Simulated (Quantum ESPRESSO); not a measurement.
# E(q) of MnHg from supercells, part 2 of 2

This program has no spiral boundary conditions, so spirals of MnHg are built in supercells. What do they cost, in energy and in time?

Quantum ESPRESSO 7.5; LDA; plane waves with GBRV 1.5 LDA potentials, no spin-orbit coupling, flat spiral in a supercell.

So far: The starting structure; Parallel moments, one cell; One turn in 2 cells along the input cell's a; One turn in 3 cells along the input cell's a.

**5. One turn in 4 cells along the input cell's a**

Neighbouring cells are turned by 90° in the xy plane; the cell holds 8 atoms.

pw.in reads:

```
&CONTROL
  calculation = 'scf'
  prefix = 'pwscf'
  outdir = './tmp'
  pseudo_dir = './pseudo'
  disk_io = 'nowf'
/
&SYSTEM
  ibrav = 0
  celldm(1) = 8
  nat = 8
  ntyp = 7
  ecutwfc = 34
  ecutrho = 238
  nbnd = 136
  occupations = 'smearing'
  smearing = 'fd'
  degauss = 0.00734986
  noncolin = .true.
  starting_magnetization(1) = 0.2333
  angle1(1) = 90
  angle2(1) = 45
  starting_magnetization(2) = 0.2333
  angle1(2) = 90
  angle2(2) = 135
  starting_magnetization(3) = 0.2333
  angle1(3) = 90
  angle2(3) = -135
  starting_magnetization(4) = 0.2333
  angle1(4) = 90
  angle2(4) = -45
  starting_magnetization(5) = 0
  starting_magnetization(6) = 0
  starting_magnetization(7) = 0
/
&ELECTRONS
  conv_thr = 8d-08
  electron_maxstep = 150
  mixing_beta = 0.3
/
ATOMIC_SPECIES
Mn1    54.9380 mn_lda_v1.5.uspp.F.UPF
Mn2    54.9380 mn_lda_v1.5.uspp.F.UPF
Mn3    54.9380 mn_lda_v1.5.uspp.F.UPF
Mn4    54.9380 mn_lda_v1.5.uspp.F.UPF
Hg1   200.5920 hg_lda_v1.uspp.F.UPF
Hg2   200.5920 hg_lda_v1.uspp.F.UPF
Hg3   200.5920 hg_lda_v1.uspp.F.UPF
CELL_PARAMETERS alat
   3.1322210515672    0.0000000000000    0.0000000000000
   0.0000000000000    0.7830552628918    0.0000000000000
   0.0000000000000    0.0000000000000    0.7830552628918
ATOMIC_POSITIONS crystal
Mn1     0.1250000000    0.5000000000    0.5000000000
Mn2     0.3750000000    0.5000000000    0.5000000000
Mn3     0.6250000000    0.5000000000    0.5000000000
Mn4     0.8750000000    0.5000000000    0.5000000000
Hg1     0.0000000000    0.0000000000    0.0000000000
Hg1     0.2500000000    0.0000000000    0.0000000000
Hg2     0.5000000000    0.0000000000    0.0000000000
Hg3     0.7500000000    0.0000000000    0.0000000000
K_POINTS automatic
3 6 6 0 0 0
```

Launch:

```sh
OMP_NUM_THREADS=1 mpirun -n 4 pw.x -nk 4 -in pw.in > pw.out
```

Output:

```text
     [... lines left out ...]
Program PWSCF v.7.5 starts
     [... lines left out ...]
     number of atoms/cell      =            8
     [... lines left out ...]
     number of electrons       =       108.00
     number of Kohn-Sham states=          136
     kinetic-energy cutoff     =      34.0000  Ry
     charge density cutoff     =     238.0000  Ry
     scf convergence threshold =      8.0E-08
     [... lines left out ...]
     Noncollinear calculation without spin-orbit
     [... lines left out ...]
      2 Sym. Ops. (no inversion) found
     [... lines left out ...]
     number of k points=    60  Fermi-Dirac smearing, width (Ry)=  0.0073
     [... lines left out ...]
     iteration # 19     ecut=    34.00 Ry     beta= 0.30
     [... lines left out ...]
     atom number    1 relative position :    0.3915   0.3915   0.3915
     [... lines left out ...]
     magnetization :          2.641103    2.641557   -0.000000
     [... lines left out ...]
     atom number    2 relative position :    1.1746   0.3915   0.3915
[...]
magnetization :         -2.641015    2.641510    0.000000
[...]
atom number    3 relative position :    1.9576   0.3915   0.3915
[...]
magnetization :         -2.641107   -2.641456    0.000000
[...]
atom number    4 relative position :    2.7407   0.3915   0.3915
[...]
magnetization :          2.641231   -2.641412    0.000000
     [... lines left out ...]
     atom number    5 relative position :    0.0000   0.0000   0.0000
     [... lines left out ...]
     magnetization :         -0.010532   -0.000001   -0.000000
     [... lines left out ...]
     atom number    6 relative position :    0.7831   0.0000   0.0000
     [... lines left out ...]
     magnetization :          0.000008   -0.010537   -0.000000
     [... lines left out ...]
     atom number    7 relative position :    1.5661   0.0000   0.0000
     [... lines left out ...]
     magnetization :          0.010542   -0.000000   -0.000000
     [... lines left out ...]
     atom number    8 relative position :    2.3492   0.0000   0.0000
     [... lines left out ...]
     magnetization :          0.000008    0.010536   -0.000000
     [... lines left out ...]
     the Fermi energy is    13.4856 ev
!    total energy              =   -1274.53119690 Ry
     estimated scf accuracy    <          2.9E-09 Ry
     smearing contrib. (-TS)   =      -0.01728291 Ry
     [... lines left out ...]
     total magnetization       =     0.00     0.00    -0.00 Bohr mag/cell
     absolute magnetization    =    15.94 Bohr mag/cell
     convergence has been achieved in  19 iterations
```

Run time: 17 min. Hardware: 4 MPI ranks of Arm Neoverse N1, shared host; peak memory 1.7 GiB.

This step gave:

| Item | Value |
| --- | --- |
| smearing term TS | 0.2351 eV |
| magnetization | 0, 0, 0 μB |
| absolute magnetization | 15.94 μB |
| final state | non-collinear |
| largest moment | 3.735 μB |

**6. E(q)**

Spirals:

```
q along the reciprocal vector  energy less that at q = 0 (meV a seeded atom)  largest site moment (μB)  typed angles kept  CPU time (s)
                            0                                              0                     3.722                yes         221.1
                         0.25                                         -34.34                     3.735                yes          4074
                       0.3333                                          -43.4                      3.74                yes          2253
                          0.5                                         -46.73                     3.755                yes         874.4
```

Table of energy less that at q = 0, self-consistent by path:

```
path (Å⁻¹)  energy less that at q = 0, self-consistent (meV a seeded atom)
     0.000                                                               0
     0.474                                                           -34.3
     0.632                                                           -43.4
     0.948                                                           -46.7
```

**7. Outcome**

* lowest point: q = 0.5 along a*, -46.7 meV a seeded atom
* highest point: q = 0, 0 meV a seeded atom

**Reading.** The state at q = 0.5 lies 47 meV a seeded atom under the parallel one, with neighbouring cells opposed. The moment changes by 0.89 % between the spirals. The cell of 4 repeats took 18 times the CPU time of the single cell, though its mesh is shorter in proportion. Here a and a* are vectors of the cell in the input, which need not be the conventional cell, and only this direction was probed. The mesh is coarse, so differences of some ten meV can be noise in a metal. Energies are free energies at an electronic temperature of 1160 K, which lowers moments and differences where the moments are itinerant. The cutoff lies under the 40 Ry that these files are usually run at.

[Logs and program files are shortened in this print: banners, set-up blocks, solver, clock and traceback lines can be left out without a mark of their own.]

[Logs are printed without paths, hosts, clocks, repeated set-up lines and the standing remarks that a program may print on its own settings, such as how far it seeks lower states.]

[Hosts, paths, dates, database ids (printed as entryN), source tags and the programs' standing remarks are cut or masked in the printed files.]

[Where a cell is said to come from a database of computed structures, the database is the Materials Project.]
